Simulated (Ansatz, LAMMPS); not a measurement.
**Aqueous Li+ and Br-, 4.3 mol of salt per kg of water at 280 K (202 atoms) in motion**

How do the atoms of aqueous Li+ and Br-, 4.3 mol of salt per kg of water at 280 K (202 atoms) move, and what local order do they keep?

Method: Kohn-Sham DFT, PBE+D4, PAW (set soft_2), plane waves, in Ansatz 0.2.0.

## Step 1: Set-up

The cell holds 202 atoms: 64 O, 128 H, 5 Li and 5 Br. Cell: a = 12.847 Å, b = 12.847 Å, c = 12.847 Å, α = 90.0°, β = 90.0°, γ = 90.0°. 64 H2O, 5 Li+, 5 Br- placed at random, at 1.24 g/cm³; overlaps pushed apart, then 10 ps at 420 K with Joung-Cheatham ions (J. Phys. Chem. B 112, 9020 (2008)); SPC/E water (Berendsen, Grigera and Straatsma, J. Phys. Chem. 91, 6269 (1987)). Snapshot after 20 ps at 280 K and fixed volume.

What the set-up can't give: The network of contacts between molecules at the start is that of the classical potential that made the cell. The density was typed from a rule of thumb and may lie off the real one at this temperature. The Brillouin zone is sampled at Γ only, in a cell whose shortest periodic width is 13 Å.

## Step 2: Single point at the start

The forces at the start show how far the geometry lies from a minimum of this functional.

input.yaml reads:

```yaml
crystal:
  lattice:
    - [12.84699, 0.0, 0.0]
    - [0.0, 12.84699, 0.0]
    - [0.0, 0.0, 12.84699]
  atoms:
    - { symbol: O, position: [0.81435, 0.52606, 0.82612] }
    - { symbol: H, position: [0.76649, 0.4661, 0.81299] }
    - { symbol: H, position: [0.78214, 0.59144, 0.79877] }
    - { symbol: O, position: [0.89026, 0.10217, 0.76106] }
    [... 192 atom lines left out ...]
    - { symbol: Li, position: [0.70344, 0.84577, 0.4568] }
    - { symbol: Br, position: [0.36574, 0.85144, 0.68465] }
    - { symbol: Br, position: [0.26924, 0.70593, 0.27694] }
    - { symbol: Br, position: [0.3195, 0.39181, 0.37182] }
    - { symbol: Br, position: [0.69029, 0.29778, 0.81351] }
    - { symbol: Br, position: [0.87222, 0.57371, 0.29063] }
kpoints:
  mp_grid: { grid: [1, 1, 1] }
hamiltonian:
  xc: pbe
  dispersion: d4
scf:
  occupations: { method: fixed }
output:
  forces: true
```

Command:

```console
ansatz run input.yaml --threads 4 --pin off --max-ram 8192MiB --backend cpu --events-out ev --progress --plain --runs-dir out
```

It took 30 s on 4 threads of Arm Neoverse V1, shared host; peak memory 2.7 GiB; 1.8 min of CPU time.

The run gave:

* free energy: -53337.8358 eV
* free energy per atom: -264.0487 eV/atom
* SCF cycles: 9
* r.m.s. force component: 0.5066 eV/Å
* longest force: 1.62 eV/Å
* Fermi energy: -1.408 eV

The r.m.s. force component of 0.51 eV/Å sets the starting point.

Neighbours are counted within 1.21 Å (H-O), 2.33 Å (O-Li), 2.98 Å (Br-Li).

Length of the force by element and coordination:

| element | coordination | atoms | mean length of the force (eV/Å) | spread | least | most |
| --- | --- | --- | --- | --- | --- | --- |
| Br | all | 5 | 0.513 | 0.137 | 0.290 | 0.633 |
| Br | 0 | 3 | 0.548 | 0.0921 | 0.418 | 0.618 |
| Br | 1 | 2 | 0.461 | 0.172 | 0.290 | 0.633 |
| H | all | 128 | 0.936 | 0.281 | 0.0615 | 1.61 |
| Li | all | 5 | 0.408 | 0.117 | 0.231 | 0.597 |
| O | all | 64 | 0.630 | 0.295 | 0.113 | 1.62 |
| O | 2 | 46 | 0.619 | 0.286 | 0.113 | 1.51 |
| O | 3 | 18 | 0.658 | 0.315 | 0.207 | 1.62 |

## Step 3: Dynamics at 280 K

A Nosé–Hoover thermostat steers the temperature while disturbing the dynamics little. The time step is 0.5 fs, short enough for the stretching of bonds to hydrogen.

input.yaml, as its differences from that of step 2:

```diff
@@ -16 +16,8 @@
   forces: true
+md:
+  timestep: 0.5
+  n_steps: 160
+  ensemble: nvt_nose_hoover
+  temperature: 280
+  initial_velocities: maxwell_boltzmann
+  seed: 9545
```

Elapsed: 51 min, on 4 threads; peak memory 2.7 GiB.

The program notes that the dispersion model switches parameters near this geometry and it switched symmetry off.

The trajectory, sampled:

| time (fs) | T (K) | potential (meV/atom) | conserved (meV/atom) |
| --- | --- | --- | --- |
| 0.0 | 280 | 0.0 | 0.00 |
| 5.5 | 301 | -2.7 | -0.02 |
| 10.5 | 278 | 0.3 | 0.01 |
| 16.0 | 292 | -1.6 | 0.02 |
| 21.5 | 274 | 0.8 | 0.05 |
| 26.5 | 285 | -0.7 | 0.03 |
| 32.0 | 289 | -1.1 | 0.03 |
| 37.5 | 293 | -1.8 | 0.04 |
| 42.5 | 302 | -3.0 | 0.01 |
| 48.0 | 269 | 1.3 | 0.03 |
| 53.5 | 283 | -0.6 | 0.02 |
| 58.5 | 289 | -1.5 | 0.02 |
| 64.0 | 310 | -4.2 | -0.01 |
| 69.5 | 291 | -2.0 | -0.01 |
| 74.5 | 292 | -2.2 | -0.01 |
| 80.0 | 300 | -3.3 | -0.02 |

Mean square displacement from the first frame to the last: O 0.18 Å², H 0.27 Å², Li 0.18 Å², Br 0.034 Å².

Mean square displacement against time lag:

| time lag (fs) | Br (Å²) | H (Å²) | Li (Å²) | O (Å²) |
| --- | --- | --- | --- | --- |
| 0.5 | 2.0e-6 | 1.8e-4 | 2.4e-5 | 1.2e-5 |
| 2.0 | 3.2e-5 | 0.00270 | 3.9e-4 | 2.0e-4 |
| 3.5 | 9.8e-5 | 0.00762 | 0.00117 | 6.0e-4 |
| 7.0 | 3.7e-4 | 0.0236 | 0.00446 | 0.00232 |
| 8.5 | 5.4e-4 | 0.0318 | 0.00642 | 0.00339 |
| 10.0 | 7.4e-4 | 0.0410 | 0.00867 | 0.00465 |
| 12.0 | 0.00106 | 0.0548 | 0.0120 | 0.00664 |
| 13.5 | 0.00132 | 0.0654 | 0.0148 | 0.00834 |
| 16.5 | 0.00192 | 0.0849 | 0.0206 | 0.0122 |
| 18.5 | 0.00237 | 0.0971 | 0.0246 | 0.0152 |
| 20.0 | 0.00273 | 0.107 | 0.0277 | 0.0177 |
| 21.5 | 0.00312 | 0.117 | 0.0307 | 0.0203 |
| 23.5 | 0.00367 | 0.130 | 0.0348 | 0.0240 |
| 26.5 | 0.00455 | 0.145 | 0.0407 | 0.0300 |
| 28.0 | 0.00503 | 0.151 | 0.0436 | 0.0333 |
| 30.0 | 0.00570 | 0.158 | 0.0474 | 0.0378 |
| 31.5 | 0.00622 | 0.162 | 0.0502 | 0.0413 |
| 33.0 | 0.00677 | 0.166 | 0.0529 | 0.0449 |
| 36.5 | 0.00812 | 0.168 | 0.0589 | 0.0538 |
| 38.0 | 0.00874 | 0.168 | 0.0614 | 0.0577 |
| 40.0 | 0.00961 | 0.169 | 0.0647 | 0.0632 |

The drift taken off is the plain mean over atoms, not the centre of mass, so with hydrogen in the cell the heavy atoms' values at short lags are too large.

Over the second half of 80 fs the temperature averages 289 K with swings of 12 K r.m.s. The conserved energy stays within 0.06 meV/atom. From first frame to last H has the largest mean square displacement, 0.27 Å² at the end; the farthest move is 1.38 Å. The run spans 0.08 ps, too short for its means to be equilibrium values.

## Step 4: Local order late in the run

The g(r) is a mean over the second half; what follows it is taken at the last frame.

Bonds before and after, by the cutoffs listed below:

| pair | bonds before | bonds after | mean before (Å) | mean after (Å) | spread before (Å) | spread after (Å) |
| --- | --- | --- | --- | --- | --- | --- |
| H-O | 128 | 128 | 1.000 | 0.984 | 0.000 | 0.023 |
| O-Li | 19 | 19 | 2.033 | 1.995 | 0.129 | 0.122 |
| Br-Li | 2 | 2 | 2.509 | 2.770 | 0.056 | 0.014 |

Density 1.24 g/cm³, 10.50 Å³ an atom.

Mean of 15 frames. g(r), total and by pair (bins of 0.2 Å):

| r (Å) | total | H-H | H-O | H-Br | H-Li | O-O | O-Br |
| --- | --- | --- | --- | --- | --- | --- | --- |
| 0.90 | 3.90 | 0.00 | 9.70 | 0.00 | 0.00 | 0.00 | 0.00 |
| 1.10 | 1.54 | 0.00 | 3.84 | 0.00 | 0.00 | 0.00 | 0.00 |
| 1.30 | 0.00 | 0.00 | 0.00 | 0.00 | 0.00 | 0.00 | 0.00 |
| 1.50 | 0.80 | 1.86 | 0.14 | 0.00 | 0.00 | 0.00 | 0.00 |
| 1.70 | 0.82 | 0.83 | 1.20 | 0.00 | 0.00 | 0.00 | 0.00 |
| 1.90 | 0.60 | 0.18 | 0.97 | 0.00 | 0.05 | 0.00 | 0.00 |
| 2.10 | 0.50 | 0.78 | 0.33 | 0.52 | 0.04 | 0.00 | 0.00 |
| 2.30 | 0.74 | 1.43 | 0.13 | 2.88 | 0.48 | 0.00 | 0.00 |
| 2.50 | 0.72 | 1.11 | 0.17 | 2.42 | 3.33 | 0.31 | 0.00 |
| 2.70 | 0.82 | 0.77 | 0.25 | 0.93 | 3.29 | 2.70 | 0.00 |
| 2.90 | 0.79 | 0.71 | 0.75 | 0.17 | 0.86 | 1.71 | 0.00 |
| 3.10 | 1.05 | 0.74 | 1.50 | 0.04 | 0.19 | 1.17 | 1.28 |
| 3.30 | 1.19 | 0.89 | 1.67 | 0.38 | 0.09 | 0.84 | 3.47 |
| 3.50 | 1.10 | 1.06 | 1.30 | 0.54 | 0.18 | 0.83 | 2.25 |
| 3.70 | 1.16 | 1.23 | 1.17 | 1.78 | 0.49 | 1.08 | 0.61 |
| 3.90 | 1.14 | 1.26 | 1.12 | 1.46 | 0.95 | 0.70 | 0.42 |
| 4.10 | 1.11 | 1.15 | 1.08 | 0.90 | 1.23 | 1.18 | 0.53 |
| 4.30 | 1.08 | 1.09 | 1.04 | 1.02 | 1.01 | 1.24 | 0.88 |
| 4.50 | 1.02 | 1.04 | 0.94 | 1.01 | 1.03 | 1.21 | 1.38 |
| 4.70 | 0.95 | 0.93 | 0.88 | 1.08 | 1.31 | 1.12 | 1.08 |
| 4.90 | 0.98 | 0.97 | 0.94 | 1.05 | 1.59 | 1.01 | 1.14 |
| 5.10 | 1.02 | 0.98 | 1.01 | 0.98 | 1.45 | 0.99 | 1.74 |
| 5.30 | 0.92 | 0.92 | 0.93 | 1.08 | 0.85 | 0.78 | 1.27 |
| 5.50 | 0.93 | 0.93 | 0.94 | 1.10 | 0.89 | 0.76 | 0.67 |
| 5.70 | 0.93 | 0.93 | 0.96 | 1.09 | 0.81 | 0.85 | 0.85 |
| 5.90 | 0.95 | 0.96 | 1.00 | 0.98 | 0.90 | 0.79 | 0.77 |
| 6.10 | 0.98 | 0.97 | 0.99 | 0.89 | 0.76 | 1.05 | 1.31 |
| 6.30 | 1.01 | 1.04 | 0.99 | 1.02 | 1.00 | 1.02 | 1.10 |

Bonds by pair of elements; cutoffs follow the first minimum of g(r), held within bounds set by covalent radii, and pairs that aren't listed don't count as bonded:

| pair A-B | cutoff (Å) | bonds | mean length (Å) | spread (Å) | shortest (Å) | B about A | A about B |
| --- | --- | --- | --- | --- | --- | --- | --- |
| H-O | 1.21 | 128 | 0.984 | 0.023 | 0.935 | 1 | 2 |
| O-Li | 2.58 | 19 | 2.00 | 0.122 | 1.85 | 0.297 | 3.8 |
| Br-Li | 3.23 | 2 | 2.77 | 0.014 | 2.76 | 0.4 | 0.4 |

How many atoms have how many bonded neighbours:

| element | mean | 0 | 1 | 2 | 3 | 4 | 5 |
| --- | --- | --- | --- | --- | --- | --- | --- |
| Br | 0.4 | 3 | 2 | 0 | 0 | 0 | 0 |
| H | 1 | 0 | 128 | 0 | 0 | 0 | 0 |
| Li | 4.2 | 0 | 0 | 0 | 0 | 4 | 1 |
| O | 2.30 | 0 | 0 | 46 | 17 | 1 | 0 |

Bond angles, per cent of each kind in bins of 5°:

| angle (°) | H-O-H | H-O-Li | O-Li-O |
| --- | --- | --- | --- |
| 75–80 | 0.0 | 2.6 | 0.0 |
| 80–85 | 0.0 | 0.0 | 3.5 |
| 85–90 | 0.0 | 2.6 | 13.8 |
| 90–95 | 0.0 | 0.0 | 10.3 |
| 95–100 | 1.6 | 5.3 | 13.8 |
| 100–105 | 20.3 | 5.3 | 0.0 |
| 105–110 | 46.9 | 2.6 | 17.2 |
| 110–115 | 25.0 | 7.9 | 13.8 |
| 115–120 | 4.7 | 21.1 | 10.3 |
| 120–125 | 1.6 | 26.3 | 6.9 |
| 125–130 | 0.0 | 13.2 | 3.5 |
| 130–135 | 0.0 | 7.9 | 0.0 |
| 135–140 | 0.0 | 5.3 | 0.0 |
| 140–145 | 0.0 | 0.0 | 3.5 |
| 145–150 | 0.0 | 0.0 | 0.0 |
| 150–155 | 0.0 | 0.0 | 0.0 |
| 155–160 | 0.0 | 0.0 | 0.0 |
| 160–165 | 0.0 | 0.0 | 0.0 |
| 165–170 | 0.0 | 0.0 | 0.0 |
| 170–175 | 0.0 | 0.0 | 3.5 |

Bond angles (no mean is given where the spread exceeds 20°):

| angle | count | mean (°) | spread (°) |
| --- | --- | --- | --- |
| H-O-H | 64 | 108 | 4.4 |
| H-O-Li | 38 | 118 | 12.5 |
| O-Li-O | 29 | 108 | 18.2 |
| Br-Li-O | 4 | 110 | 11.8 |
| Br-Li-Br | 1 | 111 | 0 |

Hydrogen bonds between water molecules (O–O under 3.5 Å, H–O···O angle under 30°):

| hydrogen bonds to other water | molecules |
| --- | --- |
| 0 | 2 |
| 1 | 4 |
| 2 | 12 |
| 3 | 24 |
| 4 | 20 |
| 5 | 2 |

First shells of the ions:

| ion | count | shell | mean number |
| --- | --- | --- | --- |
| Li | 5 | water O within 2.7 A | 3.8 |

Bond length by coordination (bonds to H left out):

| element | coordination | atoms | mean bond length (Å) |
| --- | --- | --- | --- |
| Br | 1 | 2 | 2.77 |
| Li | 4 | 4 | 2.06 |
| Li | 5 | 1 | 2.1 |
| O | 3 | 17 | 1.97 |
| O | 4 | 1 | 2.17 |

Counting bonds as in the table, 60 % of Br atoms have 0, all H atoms have 1, 80 % of Li atoms have 4 and 72 % of O atoms have 2 bonded neighbours. The H-O-H angle averages 108° with a spread of 4°. The 64 water molecules hold 2.97 hydrogen bonds each to other water on average, with a mean O–O distance of 2.83 Å. Ion shells in this frame: Li 3.8 (water O within 2.7 Å).

## Step 5: Single point at the last frame

The last frame is solved once more, with the analyses that the dynamics left out.

input.yaml reads:

```yaml
crystal:
  lattice:
    - [12.84699, 0.0, 0.0]
    - [0.0, 12.84699, 0.0]
    - [0.0, 0.0, 12.84699]
  atoms:
    - { symbol: O, position: [0.81435, 0.52199, 0.83323] }
    - { symbol: H, position: [0.77515, 0.45932, 0.85061] }
    - { symbol: H, position: [0.76796, 0.57787, 0.82824] }
    - { symbol: O, position: [0.90407, 0.13075, 0.76775] }
    [... 192 atom lines left out ...]
    - { symbol: Li, position: [0.72811, 0.79789, 0.44615] }
    - { symbol: Br, position: [0.36634, 0.85093, 0.68977] }
    - { symbol: Br, position: [0.27855, 0.72742, 0.28136] }
    - { symbol: Br, position: [0.32353, 0.38682, 0.37278] }
    - { symbol: Br, position: [0.68293, 0.2921, 0.81519] }
    - { symbol: Br, position: [0.86035, 0.58649, 0.29219] }
kpoints:
  mp_grid: { grid: [1, 1, 1] }
hamiltonian:
  xc: pbe
  dispersion: d4
scf:
  occupations: { method: fixed }
output:
  forces: true
  stress: true
  populations: true
  dos:
    method: { smearing: { sigma: 0.1 } }
    de: 0.1
    projected: { site_lists: { Br: [Br], H: [H], Li: [Li], O: [O] } }
  eigenvalues: true
  write_density: true
  write_potential: true
  volumetric_format: npy
```

The job ended after 60 s (4 threads; peak memory 3 GiB; 3.8 min of CPU time).

The program notes that the exchange-correlation potential is rough where the density is thin.

Numbers from this run:

```yaml
free_energy: -53338.5074 eV
free_energy_per_atom: -264.0520 eV/atom
scf_cycles: 9
pressure: 0.3766 GPa
r_m_s_force_component: 0.6401 eV/Å
longest_force: 2.706 eV/Å
fermi_energy: -1.704 eV
spacing_of_highest_filled_and_lowest_empty_level: 4.085 eV
spilling_of_the_projection: 0.01052
```

Neighbours are counted within 1.21 Å (H-O), 2.58 Å (O-Li), 3.23 Å (Br-Li), the cutoffs taken from the dynamics.

Length of the force by element and coordination:

| element | coordination | atoms | mean length of the force (eV/Å) | spread | least | most |
| --- | --- | --- | --- | --- | --- | --- |
| Br | all | 5 | 0.452 | 0.137 | 0.291 | 0.634 |
| Br | 0 | 3 | 0.345 | 0.0517 | 0.291 | 0.414 |
| Br | 1 | 2 | 0.612 | 0.0223 | 0.589 | 0.634 |
| H | all | 128 | 0.863 | 0.409 | 0.0445 | 2.16 |
| Li | all | 5 | 0.519 | 0.173 | 0.335 | 0.752 |
| Li | 4 | 4 | 0.533 | 0.191 | 0.335 | 0.752 |
| Li | 5 | 1 | 0.465 | 0 | 0.465 | 0.465 |
| O | all | 64 | 1.31 | 0.542 | 0.316 | 2.71 |
| O | 2 | 46 | 1.28 | 0.564 | 0.316 | 2.71 |
| O | 3 | 17 | 1.41 | 0.480 | 0.494 | 2.40 |
| O | 4 | 1 | 1.18 | 0 | 1.18 | 1.18 |

Löwdin charges by element and coordination (they lack the spilled electrons, 0.029 e an atom on average):

| element | coordination | atoms | mean charge (e) | spread | least | most |
| --- | --- | --- | --- | --- | --- | --- |
| Br | all | 5 | -0.529 | 0.0236 | -0.550 | -0.484 |
| Br | 0 | 3 | -0.522 | 0.0279 | -0.550 | -0.484 |
| Br | 1 | 2 | -0.540 | 0.005 | -0.545 | -0.535 |
| H | all | 128 | 0.388 | 0.0139 | 0.340 | 0.423 |
| Li | all | 5 | 0.768 | 0.0219 | 0.726 | 0.787 |
| Li | 4 | 4 | 0.767 | 0.0244 | 0.726 | 0.787 |
| Li | 5 | 1 | 0.771 | 0 | 0.771 | 0.771 |
| O | all | 64 | -0.701 | 0.0299 | -0.766 | -0.640 |
| O | 2 | 46 | -0.687 | 0.0208 | -0.728 | -0.640 |
| O | 3 | 17 | -0.737 | 0.017 | -0.766 | -0.701 |
| O | 4 | 1 | -0.748 | 0 | -0.748 | -0.748 |

States in the cell by windows of 1 eV, zero at the Fermi level; the larger projections on atomic orbitals stand beside the total:

| from (eV) | to (eV) | total | O p | H s | Br p |
| --- | --- | --- | --- | --- | --- |
| -14 | -13 | 2.0 | 0.0 | 0.1 | 0.0 |
| -13 | -12 | 7.9 | 0.0 | 0.3 | 0.0 |
| -12 | -11 | 0.1 | 0.0 | 0.0 | 0.0 |
| -11 | -9 | 0.0 | 0.0 | 0.0 | 0.0 |
| -9 | -8 | 10.3 | 7.1 | 3.0 | 0.0 |
| -8 | -7 | 61.2 | 42.3 | 17.6 | 0.2 |
| -7 | -6 | 56.2 | 39.2 | 16.0 | 0.1 |
| -6 | -5 | 1.2 | 0.9 | 0.2 | 0.0 |
| -5 | -4 | 35.3 | 27.4 | 3.5 | 0.2 |
| -4 | -3 | 56.2 | 45.9 | 3.6 | 0.4 |
| -3 | -2 | 41.1 | 36.1 | 1.4 | 0.5 |
| -2 | -1 | 91.8 | 84.3 | 0.6 | 5.6 |
| -1 | 0 | 59.1 | 38.1 | 0.6 | 19.7 |
| 0 | 1 | 1.6 | 0.2 | 0.0 | 1.4 |
| 1 | 3 | 0.0 | 0.0 | 0.0 | 0.0 |
| 3 | 4 | 0.1 | 0.0 | 0.1 | 0.0 |
| 4 | 5 | 1.9 | 0.1 | 1.1 | 0.0 |

With fixed occupations the program's Fermi level is the highest filled level; weight inside the gap is the broadening of levels at its edges.

Between -26 and -14 eV lie 128 more states.

The levels nearest the highest filled one (over half full), pooled over k-points and spins:

| level less the highest filled one (eV) | occupation |
| --- | --- |
| -0.311 | 2 |
| -0.288 | 2 |
| -0.23 | 2 |
| -0.192 | 2 |
| -0.102 | 2 |
| 0 | 2 |
| 4.09 | 0 |
| 5.14 | 0 |
| 5.26 | 0 |
| 5.38 | 0 |
| 5.48 | 0 |
| 5.59 | 0 |

Mean Löwdin charges: Br -0.53, H +0.39, Li +0.77, O -0.70 e (they miss 1.1 % of the electrons, so they add up to more than the cell's charge). The largest share in the top eV of filled states is O p (64 % of the projected weight), and in the lowest eV of empty states H s (62 % of the projected weight).

## Step 6: Outcome

| Quantity | Value |
| --- | --- |
| mean temperature, second half | 288.8 K |
| temperature swing, second half | 11.64 K |
| slope of the conserved energy against time, by least squares | -0.0607 meV/atom/ps |
| free energy per atom | -264.0520 eV/atom |
| pressure | 0.3766 GPa |
| r.m.s. force component | 0.6401 eV/Å |
| gap (highest filled to lowest empty level) | 4.085 eV |
| wall time of the 3 DFT runs | 53 min |

What this shows: Over the second half of 80 fs the temperature averages 289 K with swings of 12 K r.m.s. The conserved energy stays within 0.06 meV/atom. The run spans 0.08 ps, too short for its means to be equilibrium values. Counting bonds as in the table, 60 % of Br atoms have 0, all H atoms have 1, 80 % of Li atoms have 4 and 72 % of O atoms have 2 bonded neighbours. The 64 water molecules hold 2.97 hydrogen bonds each to other water on average, with a mean O–O distance of 2.83 Å. Between filled and empty levels lie 4.09 eV (at Γ alone); a semilocal functional tends to put such gaps too low. In a disordered cell it changes from sample to sample and from frame to frame.

Caveats: The network of contacts between molecules at the start is that of the classical potential that made the cell; DFT moved the atoms only locally, and no bond changed. The program warns that the dispersion model switches its C6 values near this geometry, which can put artefacts into forces and pressure. The pressure of a single frame lacks the kinetic term, about 0.38 GPa here.

[Logs are printed without paths, hosts, clocks, repeated set-up lines and the standing remarks that a program may print on its own settings, such as how far it seeks lower states.]

[Hosts, paths, dates, database ids (printed as entryN), source tags and the programs' standing remarks are cut or masked in the printed files.]
